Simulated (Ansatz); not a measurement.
# Sn2TeO (built on the sites of a database entry of SnO): following an unstable mode, part 2 of 3

Aim: this structure of Sn2TeO (built on the sites of a database entry of SnO) is to be tested for unstable modes, and one is followed downhill.

Ansatz 0.2.0; DFT PBEsol, scalar-relativistic, plane waves, PAW.

So far, highest frequency on the path or at a solved wavevector (cm⁻¹): step 2 (the dispersion) 208. Also lowest frequency on the path (cm⁻¹): step 2 -219.

The structure was built from a prototype and need not be the compound's stable phase.

## 4. The mode frozen in, largest atomic shift 0.6 Å

The atoms are moved along the unstable eigenvector, the largest shift by 0.6 Å, with the cell fixed.

Contents of input.yaml:

```yaml
crystal:
  lattice:
    - [0.0, 0.0, -4.4974265172]
    - [-4.6545958854, -4.6545958854, 0.0]
    - [-4.6545958854, 4.6545958854, 0.0]
  atoms:
    - { symbol: Sn, position: [0.6671245385, 0.2611677968, 0.2611677968] }
    - { symbol: Sn, position: [0.6671245385, 0.7388322032, 0.7388322032] }
    - { symbol: Sn, position: [0.3328754615, 0.2388322032, 0.7611677968] }
    - { symbol: Sn, position: [0.3328754615, 0.7611677968, 0.2388322032] }
    - { symbol: O, position: [-0.1334096283, 0.5, 0.5] }
    - { symbol: O, position: [0.1334096283, 1.0, 1.0] }
    - { symbol: Te, position: [0.0, 0.0, 0.5] }
    - { symbol: Te, position: [0.0, 0.5, 0.0] }
kpoints:
  mp_grid: { grid: [8, 6, 6] }
hamiltonian:
  xc: pbesol
scf:
  occupations: { method: methfessel_paxton, width: 0.2 }
output:
  forces: true
  stress: true
  eigenvalues: true
```

The run is started by

```console
$ ansatz run input.yaml --threads 4 --pin off --max-ram 14336MiB --backend cpu --events-out ev --progress --plain --runs-dir out
```

Numbers of over 12 decimals in the logs are rounded to 6 here.

Log:

```text
[...]
Crystal: 8 atoms, lattice volume = 194.876 Å³
Basis set: ecut = 420 eV, 3819 PW (Γ), exchange–correlation on 64×90×90 points (8 copies of the dense FFT grid, shifted against one another)
Bands: 60, of which v1, the nominal top of the filled ones, is band 50 counted from 1 (49 counted from 0)
Symmetry: 8 space group operations
[...]
k-points: 50 of 288 (time reversal used)
[...]
k-point 0: bands = [... 46 lower, 8.0408, 8.0408, 8.6238, 8.6820, 8.6820, 9.3205, 10.5122, 11.5318, ... 6 higher]
  k-point 1: bands = [... 46 lower, 7.9860, 8.0904, 8.1347, 8.6889, 9.0736, 9.9873, 10.7173, 11.3827, ... 6 higher]
  k-point 2: bands = [... 46 lower, 7.9568, 8.1216, 8.2998, 8.7076, 9.7895, 10.9038, 10.9155, 11.2227, ... 6 higher]
  k-point 49: bands = [... 46 lower, 8.0008, 8.0008, 8.2729, 8.2729, 10.2660, 10.2660, 10.6615, 10.6615, ... 6 higher]
[key lines of the parts left out:]
SCF converged after 8 iterations
Free energy (F): -38719.704073 eV
Fermi energy:    9.042296 eV
P = ⅓ Tr σ = 1.4953 GPa (14.953 kbar)
```

Elapsed: 15 s, on 4 threads of Arm Neoverse V1, shared host; peak memory 0.73 GiB; 61 s of CPU time.

Numbers from this step:

| Property | Result |
| --- | --- |
| pressure | 1.495 GPa |
| energy from the undistorted cell | -119.9 meV/atom |

The energy, extrapolated to zero smearing, is -119.90 meV/atom against the undistorted cell.

The run ends at a pressure of 1.50 GPa, with forces up to 1.6 eV/Å.

## 5. Energy along the mode, all amplitudes (two of the runs are shown above)

An imaginary frequency means negative curvature, so the energy should fall and then rise again as anharmonic terms take over.

This step gave:

```yaml
depth_at_the_lowest_point_sampled: 119.9 meV/atom
largest_atomic_shift_at_that_point: 0.6 Å
```

Table of energy from the parent by largest atomic shift:

| largest atomic shift (Å) | energy from the parent (meV/atom) |
| --- | --- |
| 0.000 | 0 |
| 0.040 | -0.688 |
| 0.080 | -2.74 |
| 0.140 | -8.30 |
| 0.220 | -20.0 |
| 0.320 | -40.7 |
| 0.450 | -75.1 |
| 0.600 | -120 |

Displacement at unit largest shift by atom:

| atom | x (Å) | y (Å) | z (Å) | size |
| --- | --- | --- | --- | --- |
| Sn1 | -0.17 | 0.00 | 0.00 | 0.17 |
| Sn2 | 0.17 | 0.00 | 0.00 | 0.17 |
| Sn3 | 0.00 | 0.17 | 0.00 | 0.17 |
| Sn4 | 0.00 | -0.17 | 0.00 | 0.17 |
| O5 | 0.00 | 0.00 | 1.00 | 1.00 |
| O6 | 0.00 | 0.00 | -1.00 | 1.00 |
| Te7 | 0.00 | 0.00 | 0.00 | 0.00 |
| Te8 | 0.00 | 0.00 | 0.00 | 0.00 |

The lowest of the steps tried is the last one, at 0.6 Å, 120 meV/atom below the parent; the bottom of the well need not coincide with a step.

## 6. Relaxation from the frozen mode

Starting from the lowest point found, all atoms and the cell are let go, so that strain and other modes of the same symmetry can join in.

Changes to input.yaml since step 4:

```diff
@@ -24 +24,6 @@
   eigenvalues: true
+relax:
+  adjacent_minimum: "off"
+  f_tol: 0.002
+  max_steps: 120
+  cell: { stress_tol: 0.03 }
```

Log:

```text
[...]
Crystal: 8 atoms, lattice volume = 194.876 Å³
Basis set: ecut = 420 eV, 3819 PW (Γ), exchange–correlation on 64×90×90 points (8 copies of the dense FFT grid, shifted against one another)
Bands: 60, of which v1, the nominal top of the filled ones, is band 50 counted from 1 (49 counted from 0)
Symmetry: 8 space group operations
[...]
k-points: 50 of 288 (time reversal used)
[...]
SCF iter   1: F=—  HF=-38719.731691 eV  |F-HF|=—  |Δ(HF+E_count)|=         —  Δρ=8.16e-3  dr2=1.18e-1  ethr=1.77e-3  ⟨swp⟩=8.0  Hψ=12111  notcnv=0
[...]
SCF iter   8: F=-38719.704073 eV  HF=-38719.704073 eV  |F-HF|=1.31e-8  |Δ(HF+E_count)|=   5.83e-8  S|Δr|=    0.00e0  Δρ=4.38e-6  dr2=7.14e-8  ethr=1.00e-10  ⟨swp⟩=11.0  Hψ=14349  notcnv=0
SCF 1 converged in 8 iterations: F = -38719.704073 eV  dr2 = 7.14e-8
[...]
relax step   1: F+E_penalty+E_count = -38719.70407266 eV  Δ(F+E_penalty+E_count) = +0.000e0 eV  max|allowed force component| = 1.481e0 eV/Å  Δτ_max = 0.0000 Å  P = +1.495 GPa  Ω = 194.876 Å³  (8 SCF iters, dr2 threshold 1.00e-7 eV, accepted)
Crystal: 8 atoms, lattice volume = 200.829 Å³
Basis set: ecut = 420 eV, 3919 PW (Γ), exchange–correlation on 64×90×90 points (8 copies of the dense FFT grid, shifted against one another)
[...]
SCF iter   8: F=-38721.113405 eV  HF=-38721.113405 eV  |F-HF|=9.73e-9  |Δ(HF+E_count)|=   4.71e-7  S|Δr|=    0.00e0  Δρ=6.58e-6  dr2=1.98e-7  ethr=8.00e-10  ⟨swp⟩=7.9  Hψ=12794  notcnv=0
SCF 2 converged in 8 iterations: F = -38721.113405 eV  dr2 = 1.98e-7
[...]
relax step   2: F+E_penalty+E_count = -38721.11340478 eV  Δ(F+E_penalty+E_count) = -1.409e0 eV  max|allowed force component| = 1.746e0 eV/Å  Δτ_max = 0.1949 Å  P = -0.710 GPa  Ω = 200.829 Å³  energy of the carried Pulay correction = -6.261e-3 eV  (8 SCF iters, dr2 threshold 8.00e-7 eV, accepted)
Crystal: 8 atoms, lattice volume = 205.950 Å³
Basis set: ecut = 420 eV, 3991 PW (Γ), exchange–correlation on 64×90×90 points (8 copies of the dense FFT grid, shifted against one another)
[...]
SCF iter   7: F=-38722.356865 eV  HF=-38722.356865 eV  |F-HF|=1.90e-8  |Δ(HF+E_count)|=   2.39e-6  S|Δr|=    0.00e0  Δρ=8.11e-6  dr2=1.74e-7  ethr=8.00e-10  ⟨swp⟩=9.6  Hψ=14099  notcnv=0
SCF 3 converged in 7 iterations: F = -38722.356865 eV  dr2 = 1.74e-7
relax step   3: F+E_penalty+E_count = -38722.35686499 eV  Δ(F+E_penalty+E_count) = -1.243e0 eV  max|allowed force component| = 1.111e0 eV/Å  Δτ_max = 0.1932 Å  P = -0.499 GPa  Ω = 205.950 Å³  energy of the carried Pulay correction = -1.150e-2 eV  (7 SCF iters, dr2 threshold 8.00e-7 eV, accepted)
[... from here on, the SCF cycles and remarks between the steps are left out ...]
relax step   4: F+E_penalty+E_count = -38722.61822961 eV  Δ(F+E_penalty+E_count) = -2.614e-1 eV  max|allowed force component| = 6.757e-1 eV/Å  Δτ_max = 0.0973 Å  P = -1.622 GPa  Ω = 220.695 Å³  energy of the carried Pulay correction = -2.586e-2 eV  (7 SCF iters, dr2 threshold 8.00e-7 eV, accepted)
relax step   5: F+E_penalty+E_count = -38722.37327293 eV  Δ(F+E_penalty+E_count) = +2.450e-1 eV  max|allowed force component| = 1.776e0 eV/Å  Δτ_max = 0.1340 Å  P = +5.058 GPa  Ω = 210.925 Å³  energy of the carried Pulay correction = -1.646e-2 eV  (8 SCF iters, dr2 threshold 8.00e-7 eV, rejected (line search))
relax step   6: F+E_penalty+E_count = -38722.71400819 eV  Δ(F+E_penalty+E_count) = -9.578e-2 eV  max|allowed force component| = 2.186e-1 eV/Å  Δτ_max = 0.0660 Å  P = -0.257 GPa  Ω = 218.944 Å³  energy of the carried Pulay correction = -2.421e-2 eV  (11 SCF iters, accepted)
relax step   7: F+E_penalty+E_count = -38722.74585007 eV  Δ(F+E_penalty+E_count) = -3.184e-2 eV  max|allowed force component| = 1.260e-1 eV/Å  Δτ_max = 0.1000 Å  P = -0.165 GPa  Ω = 218.581 Å³  energy of the carried Pulay correction = -2.386e-2 eV  (7 SCF iters, dr2 threshold 8.00e-7 eV, accepted)
relax step   8: F+E_penalty+E_count = -38722.77989941 eV  Δ(F+E_penalty+E_count) = -3.405e-2 eV  max|allowed force component| = 8.701e-2 eV/Å  Δτ_max = 0.1469 Å  P = -0.040 GPa  Ω = 217.468 Å³  energy of the carried Pulay correction = -2.280e-2 eV  (7 SCF iters, dr2 threshold 8.00e-7 eV, accepted)
relax step   9: F+E_penalty+E_count = -38722.81401274 eV  Δ(F+E_penalty+E_count) = -3.411e-2 eV  max|allowed force component| = 1.235e-1 eV/Å  Δτ_max = 0.1941 Å  P = -0.197 GPa  Ω = 216.630 Å³  energy of the carried Pulay correction = -2.200e-2 eV  (8 SCF iters, dr2 threshold 4.73e-7 eV, accepted)
relax step  10: F+E_penalty+E_count = -38722.85162578 eV  Δ(F+E_penalty+E_count) = -3.761e-2 eV  max|allowed force component| = 1.441e-1 eV/Å  Δτ_max = 0.1936 Å  P = -0.247 GPa  Ω = 215.261 Å³  energy of the carried Pulay correction = -2.069e-2 eV  (7 SCF iters, dr2 threshold 8.00e-7 eV, accepted)
relax step  11: F+E_penalty+E_count = -38722.89974683 eV  Δ(F+E_penalty+E_count) = -4.812e-2 eV  max|allowed force component| = 1.845e-1 eV/Å  Δτ_max = 0.1933 Å  P = -0.512 GPa  Ω = 213.474 Å³  energy of the carried Pulay correction = -1.895e-2 eV  (7 SCF iters, dr2 threshold 8.00e-7 eV, accepted)
relax step  12: F+E_penalty+E_count = -38722.95433290 eV  Δ(F+E_penalty+E_count) = -5.459e-2 eV  max|allowed force component| = 1.940e-1 eV/Å  Δτ_max = 0.1952 Å  P = -0.472 GPa  Ω = 210.412 Å³  energy of the carried Pulay correction = -1.595e-2 eV  (6 SCF iters, dr2 threshold 8.00e-7 eV, accepted)
relax step  13: F+E_penalty+E_count = -38723.00393426 eV  Δ(F+E_penalty+E_count) = -4.960e-2 eV  max|allowed force component| = 8.196e-2 eV/Å  Δτ_max = 0.1945 Å  P = +0.457 GPa  Ω = 207.608 Å³  energy of the carried Pulay correction = -1.317e-2 eV  (7 SCF iters, dr2 threshold 8.00e-7 eV, accepted)
relax step  14: F+E_penalty+E_count = -38723.00454959 eV  Δ(F+E_penalty+E_count) = -6.153e-4 eV  max|allowed force component| = 2.359e-1 eV/Å  Δτ_max = 0.1944 Å  P = -0.876 GPa  Ω = 210.906 Å³  energy of the carried Pulay correction = -1.644e-2 eV  (7 SCF iters, dr2 threshold 7.61e-7 eV, accepted)
relax step  15: F+E_penalty+E_count = -38723.02198959 eV  Δ(F+E_penalty+E_count) = -1.744e-2 eV  max|allowed force component| = 6.375e-3 eV/Å  Δτ_max = 0.0335 Å  P = +0.075 GPa  Ω = 209.136 Å³  energy of the carried Pulay correction = -1.469e-2 eV  (6 SCF iters, dr2 threshold 8.00e-7 eV, accepted)
relax step  16: F+E_penalty+E_count = -38723.02190725 eV  Δ(F+E_penalty+E_count) = +8.234e-5 eV  max|allowed force component| = 9.021e-4 eV/Å  Δτ_max = 0.0052 Å  P = +0.007 GPa  Ω = 209.379 Å³  energy of the carried Pulay correction = -1.493e-2 eV  (6 SCF iters, dr2 threshold 2.83e-8 eV, accepted)
relax step  17: F+E_penalty+E_count = -38723.05621475 eV  Δ(F+E_penalty+E_count) = -3.431e-2 eV  max|allowed force component| = 2.968e-3 eV/Å  Δτ_max = 0.0000 Å  P = +0.201 GPa  Ω = 209.379 Å³  stress off target by 2.98e-1 GPa  SCF on the basis re-selected at this cell (its energy is not comparable with the rows above)  (8 SCF iters)
relax step  18: F+E_penalty+E_count = -38723.05674954 eV  Δ(F+E_penalty+E_count) = -5.348e-4 eV  max|allowed force component| = 2.311e-3 eV/Å  Δτ_max = 0.0068 Å  P = +0.023 GPa  Ω = 210.279 Å³  energy of the carried Pulay correction = -8.765e-4 eV  (5 SCF iters, dr2 threshold 2.22e-7 eV, accepted)
relax step  19: F+E_penalty+E_count = -38723.05667060 eV  Δ(F+E_penalty+E_count) = +7.894e-5 eV  max|allowed force component| = 1.095e-4 eV/Å  Δτ_max = 0.0018 Å  P = +0.001 GPa  Ω = 210.419 Å³  energy of the carried Pulay correction = -1.008e-3 eV  (6 SCF iters, dr2 threshold 3.97e-9 eV, accepted)
[...]
SCF iter   6: F=-38723.057698 eV  HF=-38723.057698 eV  |F-HF|=0.00e0  |Δ(HF+E_count)|=  1.53e-10  S|Δr|=    0.00e0  Δρ=9.28e-8  dr2=1.10e-11  ethr=1.00e-12  ⟨swp⟩=7.2  Hψ=17653  notcnv=0
SCF 20 converged in 6 iterations: F = -38723.057698 eV  dr2 = 1.10e-11
relax step  20: F+E_penalty+E_count = -38723.05769774 eV  Δ(F+E_penalty+E_count) = -1.027e-3 eV  max|allowed force component| = 2.133e-4 eV/Å  Δτ_max = 0.0000 Å  P = +0.001 GPa  Ω = 210.419 Å³  stress off target by 7.02e-3 GPa  SCF on the basis re-selected at this cell (its energy is not comparable with the rows above)  (6 SCF iters)
[...]
SCF converged after 6 iterations
[...]
Free energy (F): -38723.057698 eV
[...]
Internal energy: -38723.058670 eV  (E = F + TS)
E sigma→0 (E₀):  -38723.057941 eV
Entropy (-TS):   0.000973 eV (0.122 meV/atom)
Fermi energy:    8.509313 eV
[...]
--- Forces (eV/Å), atoms counted from 1 ---
  atom   1  Sn     0.00021333     0.00000000     0.00011174
  atom   2  Sn    -0.00021333    -0.00000000     0.00011174
  atom   3  Sn     0.00000000    -0.00021333    -0.00011174
  atom   4  Sn    -0.00000000     0.00021333    -0.00011174
  atom   5  O     -0.00000000     0.00000000     0.00005339
  atom   6  O     -0.00000000     0.00000000    -0.00005339
  atom   7  Te     0.00000000    -0.00000000    -0.00000000
  atom   8  Te     0.00000000    -0.00000000    -0.00000000
  max |Σ_I F_I| component: 6.93e-18 eV/Å
--- Stress (GPa, compression-positive) ---
        0.004935      -0.000000      -0.000000
       -0.000000       0.004935       0.000000
       -0.000000       0.000000      -0.007021
  P = ⅓ Tr σ = 0.0009 GPa (0.009 kbar)
--- Band table (eV; the first three rows and the last of 50) ---
  k-point 0: bands = [... 46 lower, 6.6120, 6.9710, 7.8812, 8.6634, 9.2716, 9.2716, 9.9009, 9.9009, ... 6 higher]
  k-point 1: bands = [... 46 lower, 6.5957, 6.8662, 7.7447, 8.9649, 8.9879, 9.5266, 9.9898, 10.1296, ... 6 higher]
  k-point 2: bands = [... 46 lower, 6.5660, 6.6797, 7.3975, 8.2344, 9.7535, 10.0859, 10.2425, 10.6433, ... 6 higher]
  k-point 49: bands = [... 46 lower, 6.5700, 6.5700, 7.6963, 7.6963, 8.2962, 8.2962, 8.3037, 8.3037, ... 6 higher]
--- Relaxed structure (18 steps of the walk, 17 accepted, 2 SCFs on fresh bases) ---
  F+E_penalty+E_count = -38723.05769774 eV   max|allowed force component| = 2.133e-4 eV/Å   (the final SCF, on the basis selected at the relaxed cell)
  cell:  # Å, volume = 210.4186 Å³
    - [0, 0.0, -4.249304]
    - [-4.975861, -4.975861, 0]
    - [-4.975861, 4.975861, 0]
  atoms:
    - { symbol: Sn, position: [0.500068, 0.296189, 0.296189] }
    - { symbol: Sn, position: [0.500068, 0.703811, 0.703811] }
    - { symbol: Sn, position: [0.499932, 0.203811, 0.796189] }
    - { symbol: Sn, position: [0.499932, 0.796189, 0.203811] }
    - { symbol: O, position: [-0.499927, 0.500000, 0.500000] }
    - { symbol: O, position: [0.499927, 1.000000, 1.000000] }
    - { symbol: Te, position: [-3.7366110617384426e-19, 0, 0.500000] }
    - { symbol: Te, position: [-3.7366110617384426e-19, 0.500000, 0] }
```

Elapsed: 6.3 min, on 4 threads; peak memory 0.77 GiB.

Relaxation path:

| step | energy less that of the first step (eV) | largest force component (eV/Å) | pressure (GPa) | volume (Å³) |
| --- | --- | --- | --- | --- |
| 1 | 0.0000 | 1.4806 | 1.50 | 194.88 |
| 2 | -1.4093 | 1.7462 | -0.71 | 200.83 |
| 3 | -2.6528 | 1.1112 | -0.50 | 205.95 |
| 4 | -2.9142 | 0.6757 | -1.62 | 220.69 |
| 5 | -2.6692 | 1.7759 | 5.06 | 210.93 |
| 6 | -3.0099 | 0.2186 | -0.26 | 218.94 |
| 7 | -3.0418 | 0.1260 | -0.17 | 218.58 |
| 8 | -3.0758 | 0.0870 | -0.04 | 217.47 |
| 9 | -3.1099 | 0.1235 | -0.20 | 216.63 |
| 10 | -3.1476 | 0.1441 | -0.25 | 215.26 |
| 11 | -3.1957 | 0.1845 | -0.51 | 213.47 |
| 12 | -3.2503 | 0.1940 | -0.47 | 210.41 |
| 13 | -3.2999 | 0.0820 | 0.46 | 207.61 |
| 14 | -3.3005 | 0.2359 | -0.88 | 210.91 |
| 15 | -3.3179 | 0.0064 | 0.08 | 209.14 |
| 16 | -3.3178 | 0.0009 | 0.01 | 209.38 |
| 17* | -3.3521 | 0.0030 | 0.20 | 209.38 |
| 18 | -3.3527 | 0.0023 | 0.02 | 210.28 |
| 19 | -3.3526 | 0.0001 | 0.00 | 210.42 |
| 20* | -3.3536 | 0.0002 | 0.00 | 210.42 |

Relaxation steps marked * repeat the geometry before them on a plane-wave basis chosen anew for their cell, so energy and pressure can jump there. Relaxation step 5 was tried and not accepted.

Forces are held to the 8 operations that the run works with; a distortion that breaks them can't arise in this run.

| cell as run | before | after | change |
| --- | --- | --- | --- |
| a (Å) | 4.497 | 4.249 | -5.5 % |
| b (Å) | 6.583 | 7.037 | +6.9 % |
| c (Å) | 6.583 | 7.037 | +6.9 % |
| volume (Å³/atom) | 24.36 | 26.30 | +8.0 % |

The atoms that moved most (Å, as changes of fractional coordinates times the final cell):

| atom | dx | dy | dz | length |
| --- | --- | --- | --- | --- |
| O5 | 0.000 | 0.000 | 1.557 | 1.557 |
| O6 | 0.000 | 0.000 | -1.557 | 1.557 |
| Sn2 | 0.349 | 0.000 | 0.710 | 0.791 |
| Sn3 | 0.000 | 0.349 | -0.710 | 0.791 |
| Sn4 | 0.000 | -0.349 | -0.710 | 0.791 |
| Sn1 | -0.349 | 0.000 | 0.710 | 0.791 |

Final coordinates:

```cif
data_structure
_symmetry_space_group_name_H-M 'P 1'
_symmetry_Int_Tables_number 1
_cell_length_a 4.2493
_cell_length_b 7.0369
_cell_length_c 7.0369
_cell_angle_alpha 90.000
_cell_angle_beta 90.000
_cell_angle_gamma 90.000
_cell_volume 210.42
loop_
_atom_site_label
_atom_site_type_symbol
_atom_site_fract_x
_atom_site_fract_y
_atom_site_fract_z
_atom_site_occupancy
Sn1 Sn 0.50007 0.29619 0.29619 1
Sn2 Sn 0.50007 0.70381 0.70381 1
Sn3 Sn 0.49993 0.20381 0.79619 1
Sn4 Sn 0.49993 0.79619 0.20381 1
O5 O 0.50007 0.50000 0.50000 1
O6 O 0.49993 0.00000 0.00000 1
Te7 Te 0.00000 0.00000 0.50000 1
Te8 Te 0.00000 0.50000 0.00000 1
```

Numbers from this step:

- pressure: 9.50e-4 GPa
- volume per atom: 26.30 Å³

The distorted start has space group P-42_1m; the relaxation ends in P4/mbm.

## 7. The new phase in its own primitive cell

The relaxed structure is symmetrised, reduced to its primitive cell and relaxed tightly, as its phonons need.

Contents of input.yaml:

```yaml
crystal:
  lattice:
    - [7.0369296902, 0.0, 0.0]
    - [0.0, 7.0369296902, 0.0]
    - [0.0, 0.0, 4.2493039298]
  atoms:
    - { symbol: Sn, position: [0.7038112086, 0.2038112086, 0.5] }
    - { symbol: Sn, position: [0.2961887914, 0.7961887914, 0.5] }
    - { symbol: Sn, position: [0.2038112086, 0.2961887914, 0.5] }
    - { symbol: Sn, position: [0.7961887914, 0.7038112086, 0.5] }
    - { symbol: O, position: [0.5, 0.0, 0.5] }
    - { symbol: O, position: [0.0, 0.5, 0.5] }
    - { symbol: Te, position: [0.5, 0.5, 0.0] }
    - { symbol: Te, position: [0.0, 0.0, 0.0] }
kpoints:
  mp_grid: { grid: [6, 6, 8] }
hamiltonian:
  xc: pbesol
scf:
  occupations: { method: methfessel_paxton, width: 0.2 }
output:
  forces: true
  stress: true
  eigenvalues: true
relax:
  adjacent_minimum: "off"
  f_tol: 0.001
  max_steps: 60
  cell: { stress_tol: 0.01 }
```

Log:

```text
[...]
Crystal: 8 atoms, lattice volume = 210.419 Å³
Basis set: ecut = 420 eV, 4083 PW (Γ), exchange–correlation on 96×96×60 points (8 copies of the dense FFT grid, shifted against one another)
Bands: 60, of which v1, the nominal top of the filled ones, is band 50 counted from 1 (49 counted from 0)
Symmetry: 16 space group operations
[...]
k-points: 50 of 288
[...]
- [0.0, 7.0369296902, 0.0]
    - [0.0, 0.0, 4.2493039298]
  atoms:
    - { symbol: Sn, position: [0.703811, 0.2038112086, 0.5] }
    - { symbol: Sn, position: [0.2961887914, 0.7961887914, 0.5] }
    - { symbol: Sn, position: [0.2038112086, 0.2961887914, 0.5] }
    - { symbol: Sn, position: [0.7961887914, 0.703811, 0.5] }
    - { symbol: O, position: [0.5, 0.0, 0.5] }
    - { symbol: O, position: [0.0, 0.5, 0.5] }
    - { symbol: Te, position: [0.5, 0.5, 0.0] }
    - { symbol: Te, position: [0.0, 0.0, 0.0] }
[key lines of the parts left out:]
SCF converged after 6 iterations
Free energy (F): -38723.057698 eV
Fermi energy:    8.509312 eV
P = ⅓ Tr σ = 0.0010 GPa (0.010 kbar)
```

The job ended after 25 s (4 threads; peak memory 0.84 GiB; 98 s of CPU time).

Little changed from the start: no atom moved by 0.005 Å and no cell edge by 0.1 %.

This step gave:

```yaml
pressure: 9.53e-4 GPa
```

The largest force component left is 0.15 meV/Å and the pressure is 0.001 GPa, within the tolerances set. The cell now holds 26.30 Å³/atom.

(Part 2 of 3 ends here.)

[Logs are printed without paths, hosts, clocks, repeated set-up lines and the standing remarks that a program may print on its own settings, such as how far it seeks lower states.]

[Hosts, paths, dates, database ids (printed as entryN), source tags and the programs' standing remarks are cut or masked in the printed files.]
